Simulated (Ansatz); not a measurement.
# SiTe2 monolayer (1T): phonons and vibrational spectra

Aim: the phonons of SiTe2 monolayer (1T) at a cell relaxed beforehand at this level. After the zone centre comes a 6×6×1 q mesh on a 18×18×1 k mesh.

Calculated with Ansatz 0.2.0; DFT LDA, scalar-relativistic, plane waves, PAW; PAW set soft_1.

## 1. The starting structure

The cell holds 3 atoms: 1 Si and 2 Te. Its edges and angles: a = 3.714 Å, b = 3.714 Å, c = 30.424 Å, α = 90.0°, β = 90.0°, γ = 120.0°. Vacuum lies along c.

## 2. Modes at Γ

The cell comes from relaxations at this level that are not shown. The zone centre comes first: it holds the modes that light can see, as far as symmetry allows. No field response is asked, since the mesh shows no gap.

File input.yaml:

```yaml
crystal:
  lattice:
    - [3.7141666697, 0.0, 0.0]
    - [-1.8570833348, 3.2165626898, 0.0]
    - [0.0, 0.0, 30.424]
  atoms:
    - { symbol: Si, position: [0.0, 0.0, 0.328687878] }
    - { symbol: Te, position: [0.3333333333, 0.6666666667, 0.3816225242] }
    - { symbol: Te, position: [0.6666666667, 0.3333333333, 0.2757532318] }
  periodic: [true, true, false]
kpoints:
  mp_grid: { grid: [18, 18, 1] }
hamiltonian:
  xc: lda
  pseudopotentials: { kind: paw, azcp: { folder: soft_1 }, xc_functional: pbe }
scf:
  occupations: { method: methfessel_paxton, width: 0.2 }
output:
  eigenvalues: true
phonons:
  method: dfpt
```

On the command line:

```bash
> ansatz run input.yaml --threads 8 --pin off --max-ram 16384MiB --backend cpu --events-out ev --progress --plain --runs-dir out
```

Numbers of over 12 decimals in the logs are rounded to 6 here.

What it wrote:

```text
Warning: crystal.symmetry: narrowed to the stabiliser of the run's FFT grids — unitary ops 12 → 6. A phonons.method: dfpt run fills in the rows of the dynamical matrix that it does not solve by its symmetry operations, which is exact only for operations that map its FFT grids onto themselves: filled in by any other, the frequencies could depend on the order in which like atoms are typed, or, by more than the grids' own error, on where the crystal sits among the grids' points. Excluded: 6 operations. The run can therefore solve more perturbations, solve them on more k-points, or both, and cost more. [rest of the remark cut]
Engine: ansatz 0.2.0, aarch64-unknown-linux-gnu
Pseudopotentials: kind: paw
Pseudopotential: Si, paw, valence charge 4, recommended cutoff 420 eV (normal), soft_1/Si.paw.azcp
Pseudopotential: Te, paw, valence charge 16, recommended cutoff 420 eV (normal), soft_1/Te.paw.azcp
Functional definition: SPW92
  exchange = slater_x
  correlation = pw_c
Crystal: 3 atoms, lattice volume = 363.471 Å³
Basis set: ecut = 420 eV, 7121 PW (Γ), exchange–correlation on 50×50×432 points (8 copies of the dense FFT grid, shifted against one another)
Bands: 22, of which v1, the nominal top of the filled ones, is band 18 counted from 1 (17 counted from 0)
Symmetry: 12 space group operations
k-points: 91 of 324 (irreducible under 2 space group operations, time reversal used)
Non-local potential: Si, projectors of the file, l = 0: 2, l = 1: 2, l = 2: 1
Non-local potential: Te, projectors of the file, l = 0: 2, l = 1: 2, l = 2: 2, l = 3: 1
PAW form: soft (Blöchl's): semilocal exchange-correlation on the pseudo side does not see the compensation charge
PAW frozen core: Si, regenerated for the run's functional, and the local potential with it (the file was generated under x = pbe(κ = 0.804, μ = 0.219515), c = pbe(β = 0.066725))
PAW frozen core: Te, regenerated for the run's functional, and the local potential with it (the file was generated under x = pbe(κ = 0.804, μ = 0.219515), c = pbe(β = 0.066725))
PAW one-centre angular grid: Si, 110 points (default); XC on 64 Gauss nodes
PAW one-centre angular grid: Te, 590 points (default); XC on 64 Gauss nodes
Initial density: superposition of atomic densities (neutral atoms: chi_scale 0, normalization atom)
Initial wavefunctions: pseudopotential atomic-orbital guess
Functional: x = slater, c = lda
iter 1 solved again at ethr=1.69e-3 eV; its pass at ethr=3.10e-3 eV (dr2=6.10e-1 eV) is discarded
SCF iter   1: F=—  HF=-14263.107104 eV  |F-HF|=—  |Δ(HF+E_count)|=         —  Δρ=9.76e-3  dr2=6.28e-1  ethr=1.69e-3  ⟨swp⟩=1.6  Hψ=20443  notcnv=0
preconditioner: auto → LDOS  [metal: Δε(μ)=0.073 eV  Ē_g=8.673 eV  σ=0.200 eV  W_gap=0.30  n_scr=16 (ndim 8)  ℏωp=7.8 eV  f_vac=0.746  D(μ)=1.36/eV (n_scr^D=6)  β→1.0]
SCF iter   2: F=—  HF=-14263.038773 eV  |F-HF|=—  |Δ(HF+E_count)|=   6.83e-2  S|Δr|=    0.00e0  Δρ=4.61e-3  dr2=3.44e-1  ethr=1.69e-3  ⟨swp⟩=5.2  Hψ=6099  notcnv=0
SCF iter   3: F=—  HF=-14262.975480 eV  |F-HF|=—  |Δ(HF+E_count)|=   6.33e-2  S|Δr|=    0.00e0  Δρ=1.90e-3  dr2=3.17e-2  ethr=9.56e-4  ⟨swp⟩=4.2  Hψ=5881  notcnv=0
SCF iter   4: F=—  HF=-14262.968265 eV  |F-HF|=—  |Δ(HF+E_count)|=   7.22e-3  S|Δr|=    0.00e0  Δρ=2.44e-4  dr2=6.65e-4  ethr=8.81e-5  ⟨swp⟩=3.8  Hψ=4469  notcnv=0
SCF iter   5: F=—  HF=-14262.968139 eV  |F-HF|=—  |Δ(HF+E_count)|=   1.27e-4  S|Δr|=    0.00e0  Δρ=7.22e-5  dr2=2.94e-5  ethr=1.85e-6  ⟨swp⟩=3.6  Hψ=3936  notcnv=0
SCF iter   6: F=—  HF=-14262.968135 eV  |F-HF|=—  |Δ(HF+E_count)|=   3.43e-6  S|Δr|=    0.00e0  Δρ=1.11e-5  dr2=2.74e-7  ethr=8.16e-8  ⟨swp⟩=3.5  Hψ=4880  notcnv=0
SCF iter   7: F=—  HF=-14262.968180 eV  |F-HF|=—  |Δ(HF+E_count)|=   4.48e-5  S|Δr|=    0.00e0  Δρ=1.44e-6  dr2=7.17e-9  ethr=7.60e-10  ⟨swp⟩=3.8  Hψ=4762  notcnv=0
SCF iter   8: F=—  HF=-14262.968180 eV  |F-HF|=—  |Δ(HF+E_count)|=   3.46e-8  S|Δr|=    0.00e0  Δρ=2.77e-7  dr2=1.92e-10  ethr=1.99e-11  ⟨swp⟩=3.4  Hψ=4536  notcnv=0
SCF iter   9: F=-14262.968180 eV  HF=-14262.968180 eV  |F-HF|=3.33e-10  |Δ(HF+E_count)|=   3.16e-9  S|Δr|=    0.00e0  Δρ=5.33e-8  dr2=9.77e-12  ethr=1.00e-12  ⟨swp⟩=18.1  Hψ=18408  notcnv=0
SCF 1 converged in 9 iterations: F = -14262.968180 eV  dr2 = 9.77e-12
  greatest PAW one-centre occupation: 0.999 electrons in one spin orbital (limit 2), on the Te atom at site 2 (counted from 0), in its partial waves of l = 2
DFPT response loops at Γ: preconditioner auto → none (partly filled bands, converged f_vac=0.750); β = 0.50; Broyden in place of MSR1
SCF converged after 9 iterations
Stability not checked: this state was not tested for a lower state beside it, because cold or Methfessel-Paxton smearing, or corrected tetrahedra, fill the levels in a way that the test cannot read (fill_not_monotonic; see scf.lower_state_search)
Free energy (F): -14262.968180 eV
Harris-Foulkes:  -14262.968180 eV  (|F-HF|=3.33e-10)
Internal energy: -14262.968169 eV  (E = F + TS)
E sigma→0 (E₀):  -14262.968177 eV
Entropy (-TS):   -0.000011 eV (-0.004 meV/atom)
Fermi energy:    -4.994594 eV
--- Per-component energies (eV) ---
  E_band       = -997.621701
  E_kinetic    = 389.928507
  E_local      = -59781.578796  (includes V_loc(G=0)·N_el)
  E_nonlocal   = 165.746396
  E_hartree    = 29640.773496
  E_xc         = -300.807425
  E_vxc        = -254.263525  (∫ρ·V_xc dr)
  E_paw        = -9522.374396  (= ΣΔE_a)
  E_vpaw       = -799.001074  (= ΣTr[D̂ρ^β])
  E_aug_tail   = 0.000183  (compensation charges beyond the density's cutoff)
  E_ewald      = 25143.902253
  E_core_change = 1.441615  (= ΣΔE_core)
  E_smearing   = -0.000011  (= −TS)
  E_closure    = 0.000000  (closes the sum)
  Σ components = -14262.968180   (vs F -14262.968180, Δ=0.00e0)
--- Band table (eV; the first three rows and the last of 91) ---
  k-point 0: bands = [... 14 lower, -5.5065, -5.5065, -4.9140, -4.9140, -3.4887, -1.7652, -1.6097, -1.6097]
  k-point 1: bands = [... 14 lower, -6.0359, -5.7168, -5.1365, -4.8012, -3.1656, -1.7944 (-1.7944°), -1.5617, -1.4456]
  k-point 2: bands = [... 14 lower, -6.9419, -6.1043, -5.7534, -4.7037, -2.8505, -1.9901, -1.4013, -0.8885]
  k-point 90: bands = [... 14 lower, -9.1422, -8.3903, -7.1774, -5.9879, -3.9456, -1.9603, -0.4249, 0.1088]
  ° read free of the cell's end (the report's vacuum.weakly_bound_levels)
--- Phonons (Γ-DFPT): 6 representative perturbations + reference, on 91 of 324 k-points (Σ response iterations 22) ---
  ASR residual: 1.295e-4 → 0.000e0 eV/Å²; symmetrization residual: 1.104e-5 eV/Å²
  The last average, over the group as it would stand without the narrowing to the FFT grids, took up to 6.491e-7 eV/Å² of the zone centre's force constants
  ASR residual per site (eV/Å²): 9.24e-6 1.29e-4 1.30e-4
  Γ frequencies (cm⁻¹): 0.00 0.00 0.00 84.23 84.23 148.72 205.39 205.39 302.58
  non-analytic LO–TO correction: not included (Born effective charges unavailable; polar crystals: no LO–TO splitting at Γ)
```

It took 74 s on 8 threads of Arm Neoverse V1, shared host; peak memory 2.4 GiB; 9 min of CPU time.

The column dr2 measures how far the density is from self-consistency, as an energy; F and HF (Harris–Foulkes) agree once it is small.

Numbers from this step:

```yaml
gap_on_the_k_mesh: 0 eV
sum_rule_residual_before_enforcement: 1.30e-4 eV/Å²
point_group: -3m
area_per_atom: 3.982 Å²
highest_optical_mode_at_the_zone_centre_no_lo_to_term: 302.6 cm⁻¹
lowest_optical_zone_centre_mode: 84.23 cm⁻¹
```

Patterns of degenerate modes are one choice out of their space. The modes at Γ (shares of kinetic energy by element, %):

| mode | frequency (cm⁻¹) | symmetry | Si % | Te % |
| --- | --- | --- | --- | --- |
| 1 | 0.0 | acoustic | 10 | 90 |
| 2 | 0.0 | acoustic | 10 | 90 |
| 3 | 0.0 | acoustic | 10 | 90 |
| 4 | 84.2 | Eg | 0 | 100 |
| 5 | 84.2 | Eg | 0 | 100 |
| 6 | 148.7 | A1g | 0 | 100 |
| 7 | 205.4 | Eu | 90 | 10 |
| 8 | 205.4 | Eu | 90 | 10 |
| 9 | 302.6 | A2u | 90 | 10 |

Displacements in mode 5 (84.2 cm⁻¹), the largest set to 1:
```
Si1  0.00  0.00  0.00
Te2 -0.33 -1.00  0.00
Te3  0.33  1.00  0.00
```

Displacements in mode 9 (302.6 cm⁻¹), the largest set to 1:
```
Si1  0.00  0.00  1.00
Te2  0.00  0.00 -0.11
Te3  0.00  0.00 -0.11
```

Before it was imposed, the acoustic sum rule was missed by 1.3e-4 eV/Å². Small misses are needed for a sound result but don't prove that mesh and cutoff are converged. The lowest optical mode is real, 84.2 cm⁻¹.

## 3. The dispersion

Stability and thermal properties need the whole zone. Linear response on a 6×6×1 q mesh gives force constants as far as a supercell of that size would.

input.yaml: that of step 2 with these lines changed.

```diff
@@ -21 +21,10 @@
   method: dfpt
+  qmesh: [6, 6, 1]
+  temperatures: { t_max: 1000, t_step: 50 }
+  qpath:
+    path:
+      - [0.0, 0.0, 0.0]
+      - [0.5, 0.0, 0.0]
+      - [0.33333333, 0.33333333, 0.0]
+      - [0.0, 0.0, 0.0]
+    npoints: 10
```

What it wrote:

```text
[...]
Crystal: 3 atoms, lattice volume = 363.471 Å³
Basis set: ecut = 420 eV, 7121 PW (Γ), exchange–correlation on 50×50×432 points (8 copies of the dense FFT grid, shifted against one another)
Bands: 22, of which v1, the nominal top of the filled ones, is band 18 counted from 1 (17 counted from 0)
Symmetry: 12 space group operations
k-points: 37 of 324 (irreducible under 6 space group operations, time reversal used)
[...]
SCF iter  10: F=-14262.968180 eV  HF=-14262.968180 eV  |F-HF|=5.09e-11  |Δ(HF+E_count)|=  1.98e-10  S|Δr|=    0.00e0  Δρ=1.17e-8  dr2=4.20e-13  ethr=1.00e-12  ⟨swp⟩=8.8  Hψ=4535  notcnv=0
SCF 1 converged in 10 iterations: F = -14262.968180 eV  dr2 = 4.20e-13
[...]
phonons: the bands overlap, so this run is a metal and interpolates without the dipole-dipole term. If the crystal is really an insulator or semiconductor, its LO-TO splitting is missing
NSCF: frozen V_eff on 37 k-points
WARN: eigensolver did not converge in 11 slots of this pass, the one above among them; of largest residual over every band (k=4): 1 band(s) unlocked (lowest unlocked band 21, counted from 0; max residual 3.00e-4 eV among the unlocked bands, 3.00e-4 eV over every band); of lowest unlocked band (k=2): band 21
[...]
DFPT response loops at q = (0, 0, 0) (fractional): preconditioner auto → none (partly filled bands, converged f_vac=0.750); β = 0.50; Broyden in place of MSR1
[...]
SCF converged after 10 iterations
[...]
Free energy (F): -14262.968180 eV
[...]
Internal energy: -14262.968169 eV  (E = F + TS)
E sigma→0 (E₀):  -14262.968177 eV
Entropy (-TS):   -0.000011 eV (-0.004 meV/atom)
Fermi energy:    -4.994592 eV
[...]
--- Band table (eV; the first three rows and the last of 37) ---
  k-point 0: bands = [... 14 lower, -5.5065, -5.5065, -4.9140, -4.9140, -3.4887, -1.7652, -1.6097, -1.6097]
  k-point 1: bands = [... 14 lower, -6.0359, -5.7168, -5.1365, -4.8012, -3.1656, -1.7944 (-1.7944°), -1.5617, -1.4456]
  k-point 2: bands = [... 14 lower, -6.9419, -6.1043, -5.7534, -4.7037, -2.8505, -1.9901, -1.4013, -0.8885]
  k-point 36: bands = [... 14 lower, -9.6887, -9.5333, -6.5323, -6.5323, -4.4315, -0.9570, -0.9570, -0.4121]
  ° read free of the cell's end (the report's vacuum.weakly_bound_levels)
--- Phonons (Γ-DFPT): 6 representative perturbations + reference (Σ response iterations 22) ---
  ASR residual: 3.090e-5 → 0.000e0 eV/Å²; symmetrization residual: 8.708e-6 eV/Å²
[...]
ASR residual per site (eV/Å²): 3.09e-5 2.29e-5 2.26e-5
  Γ frequencies (cm⁻¹): 0.00 0.00 0.00 84.23 84.23 148.72 205.39 205.39 302.58
--- Phonons (arbitrary-q DFPT): 7 irreducible q on the 6×6×1 mesh ---
  q = [0.0000, 0.0000, 0.0000] (star 1, of the zone-centre solve; hermiticity 2.04e-6, symmetrization 4.05e-11, taken by the last average 1.06e-7): -0.00 -0.00 0.00 84.23 84.23 148.72 205.39 205.39 302.58
  q = [0.0000, 0.1667, 0.0000] (star 6, 9 solved perturbations on 171 of 324 k-point pairs; hermiticity 2.51e-6, symmetrization 1.69e-10, taken by the last average 1.77e-7): 11.66 30.95 61.75 86.90 103.00 139.96 219.77 244.03 275.38
[...]
q = [0.1667, 0.1667, 0.0000] (star 6, 6 solved perturbations in 1485 linear systems a pass and spin channel, the states on 324 of 324 k-point pairs; hermiticity 5.39e-7, symmetrization 1.30e-10, taken by the last average 2.25e-7): 31.89 64.59 85.39 101.57 110.20 130.79 230.77 264.76 281.40
[...]
sum rule: each row above includes the acoustic sum rule's correction from the zone centre's row sums; it moved no ω² by more than (0.55 cm⁻¹)²
  mesh force constants: q→R imaginary residual 2.48e-18; ASR residual 3.090e-5 → 0.000e0 eV/Å²; symmetrization residual 2.665e-15 eV/Å²
  interpolated dispersion: 31 rows × 9 modes
  density of states and harmonic sums: on the 24×24×1 q-mesh, interpolated from the force constants of a 6×6×1 supercell (no non-analytic term)
  largest difference from the sums on the solved wave vectors: F 3.01e-2 eV, S 3.68e-5 and C_V 6.73e-6 eV/K
  zero-point energy: 0.080645 eV/cell   skipped modes (ω ≤ 0): 3   left out of the sums: 5.79e-4 of the cell's modes: C_V's classical limit lies that fraction below 3 k_B per atom; for a crystal, a wire or a layer, F and S can be off by more, and a phonons.interpolated_qmesh denser along its periods is the remedy for the sampling
```

Run time: 18 min. Hardware: 8 threads; peak memory 5.3 GiB; 2.3 h of CPU time.

Numbers from this step:

| Property | Result |
| --- | --- |
| sum-rule residual before enforcement | 3.09e-5 eV/Å² |
| lowest frequency on the path | 0 cm⁻¹ |
| highest frequency on the path or at a solved wavevector | 316.2 cm⁻¹ |
| mean frequency | 144.7 cm⁻¹ |
| lowest mode on the q mesh (acoustic modes at Γ apart) | 11.66 cm⁻¹ |
| zero-point energy per atom | 26.88 meV |
| heat capacity at 300 K | 23.66 J/(mol atoms K) |
| vibrational entropy at 300 K | 40.21 J/(mol atoms K) |
| edges of the widest gap between branches, on path and mesh | 148.7, 205.4 cm⁻¹ |

Frequencies (cm⁻¹) solved at each irreducible wavevector; negative means imaginary. Frequencies by wavevector, by row:

| q in reciprocal lattice units | star | mode 1 | mode 2 | mode 3 | mode 4 | mode 5 | mode 6 | mode 7 | mode 8 | mode 9 |
| --- | --- | --- | --- | --- | --- | --- | --- | --- | --- | --- |
| 0 0 0 | 1 | 0 | 0 | 0 | 84.2 | 84.2 | 148.7 | 205.4 | 205.4 | 302.6 |
| 0 0.1667 0 | 6 | 11.7 | 30.9 | 61.8 | 86.9 | 103 | 140 | 219.8 | 244 | 275.4 |
| 0 0.3333 0 | 6 | 43.8 | 47.2 | 78.5 | 89.7 | 114.8 | 128 | 231.7 | 251.8 | 296.9 |
| 0 -0.5 0 | 3 | 52.4 | 67.4 | 85.7 | 101.6 | 115.7 | 122.6 | 239.5 | 248.7 | 316.2 |
| 0.1667 0.1667 0 | 6 | 31.9 | 64.6 | 85.4 | 101.6 | 110.2 | 130.8 | 230.8 | 264.8 | 281.4 |
| 0.1667 0.3333 0 | 12 | 56.5 | 82.1 | 97 | 105.5 | 113.3 | 119 | 240.3 | 252.2 | 302.9 |
| 0.3333 0.3333 0 | 2 | 53.8 | 101.9 | 104.8 | 104.8 | 109.2 | 109.2 | 226.3 | 282.6 | 282.6 |

Interpolated from a 6×6×1 q mesh. Phonon branches along the path, in cm⁻¹:

| point | branch 1 | branch 2 | branch 3 | branch 4 | branch 5 | branch 6 | branch 7 | branch 8 | branch 9 |
| --- | --- | --- | --- | --- | --- | --- | --- | --- | --- |
| Γ | 0 | 0 | 0 | 84 | 84 | 149 | 205 | 205 | 303 |
| halfway | 24 | 43 | 79 | 83 | 112 | 134 | 226 | 257 | 277 |
| M | 52 | 67 | 86 | 102 | 116 | 123 | 240 | 249 | 316 |
| halfway | 60 | 85 | 100 | 104 | 114 | 115 | 238 | 252 | 307 |
| K | 54 | 102 | 105 | 105 | 109 | 109 | 226 | 283 | 283 |
| halfway | 32 | 65 | 85 | 102 | 110 | 131 | 231 | 265 | 281 |
| Γ | 0 | 0 | 0 | 84 | 84 | 149 | 205 | 205 | 303 |

The phonon branches as a text plot (rows in cm⁻¹):

```
    310 |               ************
    296 |***          **            ****   *********         ****
    283 |   ****  ****                  ***         **     **
    270 |       **                   ***   ****     *******
    257 |       ********           **          *****
    244 |     **        ************           ***       **
    231 |         ********          ***********   *******  **
    217 |   ******                                       *******
    204 |***                                                 ****
    191 |
    178 |
    165 |
    152 |*****                                               ****
    138 |     ******                                  *******
    125 |           **************             *******
    112 |       *****************************************
     99 |   ****        *************************************
     86 |***********************   **          ***  **   ********
     72 |       ****  **    *** ***               **  ***
     59 |     **        ****  *****************     **   **
     46 |   **    ************                 *****  ***  **
     33 |     ****  **                              **   **
     20 | ****  ****                                  ***  *****
      7 |*******                                         ********
         Γ                   M           K                      Γ
```

Tetrahedra on a 24×24×1 mesh, mean over bins of 5 cm-1. Interpolated from a 6×6×1 q mesh. Phonon density of states against wavenumber; read off at these points:

| wavenumber (cm⁻¹) | phonon density of states (1/cm⁻¹/cell) |
| --- | --- |
| 2 | 0.00601 |
| 12 | 0.0143 |
| 22 | 0.0141 |
| 38 | 0.0188 |
| 48 | 0.0357 |
| 58 | 0.0684 |
| 68 | 0.0266 |
| 78 | 0.0266 |
| 88 | 0.0878 |
| 98 | 0.0868 |
| 102 | 0.0812 |
| 112 | 0.152 |
| 122 | 0.0514 |
| 132 | 0.0268 |
| 142 | 0.0130 |
| 152 | 0 |
| 168 | 0 |
| 178 | 0 |
| 188 | 0 |
| 198 | 0 |
| 208 | 0.00585 |
| 218 | 0.0122 |
| 232 | 0.0432 |
| 238 | 0.064 |
| 242 | 0.0333 |
| 252 | 0.0420 |
| 262 | 0.0303 |
| 272 | 0.0262 |
| 282 | 0.0142 |
| 298 | 0.0364 |
| 308 | 0.0208 |
| 318 | 0.00338 |

[end of part 1 of 2]

[Logs are printed without paths, hosts, clocks, repeated set-up lines and the standing remarks that a program may print on its own settings, such as how far it seeks lower states.]

[Hosts, paths, dates, database ids (printed as entryN), source tags and the programs' standing remarks are cut or masked in the printed files.]
